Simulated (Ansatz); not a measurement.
# As3P: relaxing a made-up structure, part 2 of 2

This structure for As3P is made up. Its elements were placed in a known structure type with a cell scaled to their sizes. What cell does the guess relax to, and how far off was it?

Ansatz 0.2.0; DFT, r2SCAN, plane-wave PAW, files of the set soft_1, scalar-relativistic, no spin, cell and ions relaxed at zero pressure; PAW set soft_1 (the session's first sound run).

So far: Starting point; Relaxing cell and atoms.

## Step 3: Bands of the relaxed cell

With the geometry fixed, one more self-consistent run, with a narrower smearing and the mesh shown in its input, gives the bands, and its pressure, and its forces where symmetry allows any, show how far the geometry depends on these settings.

This step: DFT, r2SCAN, plane-wave PAW, files of the set soft_1, scalar-relativistic, no spin, bands and density of states at the relaxed cell; PAW set soft_1 (Ansatz 0.2.0).

Contents of input.yaml:

```yaml
crystal:
  lattice:
    - [4.8949426883, -4.4065336485, 0.095729787]
    - [4.8949426883, 4.4065336485, 0.095729787]
    - [-0.0199392184, 0.0, 5.802859916]
  atoms:
    - { symbol: As, position: [0.7836586318, 0.508468023, 0.2474727579] }
    - { symbol: As, position: [0.491531977, 0.2163413682, 0.7525272421] }
    - { symbol: As, position: [0.2163413682, 0.491531977, 0.7525272421] }
    - { symbol: As, position: [0.508468023, 0.7836586318, 0.2474727579] }
    - { symbol: As, position: [0.139008393, 0.139008393, 0.7482084057] }
    - { symbol: As, position: [0.860991607, 0.860991607, 0.2517915943] }
    - { symbol: P, position: [0.2874196213, 0.2874196213, 0.4320184741] }
    - { symbol: P, position: [0.7125803787, 0.7125803787, 0.5679815259] }
kpoints:
  mp_grid: { grid: [6, 6, 6] }
  band_path:
    path:
      - [[0.0, 0.0, 0.0], [-0.49388817, -0.49388817, -0.55054622], [-0.43590436, -0.43590436, -0.59054972], [-0.5, -0.5, -0.5], [-0.55293443, -0.44706557, -0.5]]
      - [[-0.44706557, 0.44706557, 0.5], [0.0, 0.0, 0.5], [-0.55187198, -0.55187198, 0.48945728], [-0.56409564, -0.56409564, -0.40945028]]
      - [[-0.44812802, 0.55187198, -0.48945728], [-0.50611183, 0.49388817, -0.44945378], [-0.5, 0.5, 0.0], [0.0, 0.0, 0.0], [-0.5, 0.0, -0.5]]
      - [[-0.5, 0.0, 0.0], [0.0, 0.0, 0.0]]
    npoints: 6
scf:
  occupations: { method: fermi_dirac, width: 0.03 }
  n_extra_bands: 12
hamiltonian:
  xc: r2scan
  pseudopotentials: { kind: paw, azcp: { folder: soft_1 } }
output:
  forces: true
  stress: true
  write_bands: true
  dos: { projected: true }
  write_density: true
  write_potential: true
  elf: true
  volumetric_format: npy
```

The run is started by

```bash
> ansatz run input.yaml --threads 4 --pin off --max-ram 10240MiB --backend cpu --events-out ev --progress --plain --runs-dir out
```

Numbers of over 12 decimals in the logs are rounded to 6 here.

What it wrote:

```text
[...]
Crystal: 8 atoms, lattice volume = 250.349 Å³
Basis set: ecut = 500 eV, 6343 PW (Γ), exchange–correlation on 200×200×180 points (64 copies of the dense FFT grid, shifted against one another)
Bands: 62, of which v1, the nominal top of the filled ones, is band 50 counted from 1 (49 counted from 0)
Symmetry: 4 space group operations
[...]
k-points: 68 of 216
[...]
SCF iter   9: F=-30704.572369 eV  HF=-30704.572369 eV  |F-HF|=2.89e-8  |Δ(HF+E_count)|=   1.43e-7  Δρ=4.17e-6  dr2=7.10e-8  dr2_τ=1.11e-9  ethr=1.00e-10  ⟨swp⟩=15.3  Hψ=33212  notcnv=0
SCF 1 converged in 9 iterations: F = -30704.572369 eV  dr2 = 7.10e-8
[...]
NSCF: frozen V_eff on 76 k-points
SCF converged after 9 iterations
Free energy (F): -30704.572369 eV
[...]
Internal energy: -30704.572369 eV  (E = F + TS)
E sigma→0 (E₀):  -30704.572369 eV
Fermi energy:    4.459598 eV
[...]
--- Forces (eV/Å), atoms counted from 1 ---
  atom   1  As     0.00239753    -0.00042017    -0.00057434
  atom   2  As    -0.00239753    -0.00042017     0.00057434
  atom   3  As    -0.00239753     0.00042017     0.00057434
  atom   4  As     0.00239753     0.00042017    -0.00057434
  atom   5  As     0.00566691    -0.00000000    -0.00045220
  atom   6  As    -0.00566691     0.00000000     0.00045220
  atom   7  P     -0.00198834     0.00000000     0.00242996
  atom   8  P      0.00198834    -0.00000000    -0.00242996
  max |Σ_I F_I| component: 8.67e-19 eV/Å
--- Stress (GPa, compression-positive) ---
       -0.021360      -0.000000       0.001975
       -0.000000      -0.013965       0.000000
        0.001975       0.000000      -0.008053
  P = ⅓ Tr σ = -0.0145 GPa (-0.145 kbar)
--- Band table (eV; the first three rows and the last of 68) ---
  k-point 0: bands = [... 46 lower, 2.3253, 2.4652, 2.6601, 2.7180, 5.7372, 6.3287, 6.6671, 6.7060, ... 8 higher]
  k-point 1: bands = [... 46 lower, 2.0208, 2.3395, 2.7654, 2.8435, 5.9574, 6.4915, 6.6742, 7.1510, ... 8 higher]
  k-point 2: bands = [... 46 lower, 1.9447, 2.1715, 2.7608, 2.9191, 6.4940, 6.8278, 7.0498, 7.1804, ... 8 higher]
  k-point 67: bands = [... 46 lower, 2.4230, 2.4418, 2.4703, 2.7055, 6.1791, 6.3017, 6.3931, 6.9003, ... 8 higher]
```

Elapsed: 55 s, on 4 threads of Arm Neoverse V2, shared host; peak memory 1.8 GiB.

This step gave:

```yaml
fermi_energy: 4.460 eV
gap_by_band_count: 2.568 eV
pressure: -0.01446 GPa
gap_on_the_k_mesh: 2.568 eV
```

From bands.tsv. The electronic bands at the labelled points (eV, zero at the valence top; v1 is the highest filled band, c1 the lowest empty one):

```csv
point,v4,v3,v2,v1,c1,c2,c3,c4
Γ,-0.84,-0.70,-0.51,-0.45,2.57,3.16,3.50,3.54
halfway,-1.01,-0.82,-0.38,-0.18,3.33,3.53,3.58,3.89
Y,-0.75,-0.75,-0.67,-0.45,2.97,3.13,3.26,3.71
halfway,-0.80,-0.73,-0.64,-0.41,2.96,3.11,3.27,3.65
F,-0.88,-0.74,-0.56,-0.35,2.97,3.10,3.26,3.60
halfway,-0.79,-0.72,-0.65,-0.42,2.99,3.12,3.24,3.68
L,-0.75,-0.73,-0.70,-0.46,3.01,3.13,3.22,3.73
halfway,-0.74,-0.72,-0.70,-0.47,3.02,3.15,3.23,3.71
I,-0.73,-0.71,-0.69,-0.49,3.04,3.20,3.26,3.67
jump to I1,-0.73,-0.71,-0.69,-0.49,3.04,3.20,3.26,3.67
halfway,-0.94,-0.90,-0.27,-0.18,3.28,3.62,3.89,3.98
Z,-0.98,-0.96,-0.42,-0.26,3.60,3.74,3.77,4.35
halfway,-0.99,-0.73,-0.26,-0.18,3.34,3.35,3.48,3.53
H,-0.80,-0.70,-0.61,-0.43,3.04,3.13,3.25,3.70
halfway,-0.76,-0.68,-0.32,-0.31,2.66,3.13,3.32,3.43
F1,-0.88,-0.74,-0.56,-0.35,2.97,3.10,3.26,3.60
jump to H1,-0.80,-0.70,-0.61,-0.43,3.04,3.13,3.25,3.70
halfway,-0.75,-0.73,-0.67,-0.46,3.00,3.14,3.26,3.73
Y1,-0.75,-0.75,-0.67,-0.45,2.97,3.13,3.26,3.71
halfway,-0.78,-0.72,-0.47,-0.33,2.64,3.01,3.35,3.70
X,-0.77,-0.68,-0.35,-0.27,2.57,3.06,3.33,3.41
halfway,-0.87,-0.76,-0.40,-0.28,2.96,3.32,3.48,3.57
Γ,-0.84,-0.70,-0.51,-0.45,2.57,3.16,3.50,3.54
halfway,-1.11,-0.68,-0.36,-0.29,3.31,3.54,3.64,3.79
N,-0.87,-0.52,-0.50,0.00,2.87,3.25,3.60,3.65
jump to M,-0.77,-0.64,-0.43,-0.41,3.09,3.17,3.47,3.73
```

Counts of states for the cell as run, both spins, by energy window (eV from the valence-band top): Near the top, bands beyond those computed are missing, so counts there can be too low.

| from | to | total |
| --- | --- | --- |
| -8 | -7 | 3.14 |
| -7 | -6 | 0.00 |
| -6 | -5 | 0.00 |
| -5 | -4 | 0.00 |
| -4 | -3 | 2.11 |
| -3 | -2 | 5.52 |
| -2 | -1 | 8.90 |
| -1 | 0 | 7.46 |
| 0 | 1 | 0.00 |
| 1 | 2 | 0.00 |
| 2 | 3 | 0.56 |
| 3 | 4 | 8.51 |
| 4 | 5 | 7.81 |
| 5 | 6 | 5.11 |
| 6 | 7 | 2.01 |

Below -8 eV lie 72.9 more states.

Valence density in the ac plane of the conventional cell at fractional y = 0.500, with atoms of As and P within 0.2 Å of it. It is the smooth field of the valence electrons, not physical close to the nuclei.

Ten steps, logarithmic in the rise over the least value, from '0' (0 e/Å³) to '9' (34 e/Å³), each cell a mean:
```
000000000000000001000000000
000000000000000122211011000
000000000000001256521111110
000001100000001389831111110
000112211000001379731111110
000122221000000134321111100
000120121100000112222221100
000121122100000001122122100
000122222110000000121012100
000112222221100000121112100
001111123663100000012221000
001111126995200000011111000
001111125885200000000000000
001111112442100000000000000
000000001111000000000000000
000000000000000000000000000
```
Columns run along a (9.8 Å), rows up along c (5.8 Å), edges of the conventional cell, whose origin can differ from the input's. Atoms in or near the plane, at fractional coordinates: As at (0.64, 0.75), As at (0.36, 0.25), P at (0.79, 0.43), P at (0.21, 0.57).

ELF in the ac plane of the conventional cell at fractional y = 0.500, with atoms of As and P within 0.2 Å of it. It is the smooth field of the valence electrons, not physical close to the nuclei.

Ten even steps from '0' (0.01) to '9' (0.95), each cell a mean:
```
000000001221003777642234431
000000000000037877654346653
100246642000168853454457764
102699987300278731144456764
004899998610168731134345653
015885689730047764454445431
015740068741015777776555420
014650168753101467885246520
013564478776510146882026630
023555566667740025884148730
134544443236872014899899720
256654442115884003799999610
367765443126884000368886200
257764455567872000012321000
135543345778730000000000000
012221124666300244310001100
```
Columns run along a (9.8 Å), rows up along c (5.8 Å), edges of the conventional cell, whose origin can differ from the input's. Atoms in or near the plane, at fractional coordinates: As at (0.64, 0.75), As at (0.36, 0.25), P at (0.79, 0.43), P at (0.21, 0.57).

Electrostatic potential energy in the ac plane of the conventional cell at fractional y = 0.500, with atoms of As and P within 0.2 Å of it. With pseudopotentials it is smooth inside the atoms' cores, unlike the true potential.

Ten even steps from '_' (-42 eV) to '@' (9 eV), each cell a mean:
```
@@@@@@@@@@@@@@@@@@@@@@@@@@@@@@@@%%%%%%@@@@@@@@@@@@@@@@
@@@@@@@@@@@@@@@@@@@@@@@@@@@@@@##******%%@@@@@@@@@@@@@@
@@@@@@@@@@@@@@@@@@@@@@@@@@@@%%**##%%##++%%%%%%%%%%@@@@
@@@@@@@@@@%%@@@@@@@@@@@@@@@@##**@@@@@@++##%%%%%%%%@@@@
@@@@@@%%##++++##@@@@@@@@@@@@%%**%%@@%%++##%%%%%%%%@@@@
@@@@@@##--____--##@@@@@@@@@@%%****##****##%%%%%%%%@@@@
@@@@@@**..____..**@@@@@@@@@@@@%%##**####**++**%%@@@@@@
@@@@@@##..____..##@@@@@@@@@@@@@@@@@@%%**..__..**%%@@@@
@@@@@@%%++::::++##%%%%@@@@@@@@@@@@@@%%--______--%%@@@@
@@@@@@%%%%######**++**##%%@@@@@@@@@@%%==______==%%@@@@
@@@@@@%%%%%%%%****%%%%**##@@@@@@@@@@@@##--..--**@@@@@@
@@@@%%%%%%%%%%++##@@@@##**@@@@@@@@@@@@@@%%####%%@@@@@@
@@@@@@%%%%%%%%****@@@@##**@@@@@@@@@@@@@@@@@@@@@@@@@@@@
@@@@@@@@%%%%@@##++******%%@@@@@@@@@@@@@@@@@@@@@@@@@@@@
@@@@@@@@@@@@@@@@%%####%%@@@@@@@@@@@@@@@@@@@@@@@@@@@@@@
@@@@@@@@@@@@@@@@@@@@@@@@@@@@@@@@@@@@@@@@@@@@@@@@@@@@@@
```
Columns run along a (9.8 Å; values clipped at the 3rd and 97th percentile), rows up along c (5.8 Å), edges of the conventional cell, whose origin can differ from the input's. Atoms in or near the plane, at fractional coordinates: As at (0.64, 0.75), As at (0.36, 0.25), P at (0.79, 0.43), P at (0.21, 0.57).

## Step 4: Outcome

```yaml
space_group_relaxed: C2/m
conventional_cell: a = 9.792, b = 8.813, c = 5.803 Å; α = 90.0°, β = 90.9°, γ = 90.0°
volume_per_atom: 31.29 Å³ (guess 31.01)
```

As3P relaxes to C2/m with a = 9.792, b = 8.813 and c = 5.803 Å. The guessed volume was near the relaxed one. The space group C2/m was held in the relaxation, so the end point is a stationary structure within it and may be a saddle against distortions or other arrangements. It has an indirect Kohn–Sham gap of 2.57 eV, which semilocal functionals understate. On the 6×6×6 mesh with the narrower smearing (relaxed on 4×4×5) the largest force component is 0.006 eV/Å and the largest stress component is 0.021 GPa, within the relaxation's thresholds of 0.015 eV/Å and 0.05 GPa. The cutoff wasn't tested. No dispersion term is used, so weakly bound directions may come out too long. Nothing here tests whether the compound is stable against decomposition.

[Logs are printed without paths, hosts, clocks, repeated set-up lines and the standing remarks that a program may print on its own settings, such as how far it seeks lower states.]

[Hosts, paths, dates, database ids (printed as entryN), source tags and the programs' standing remarks are cut or masked in the printed files.]
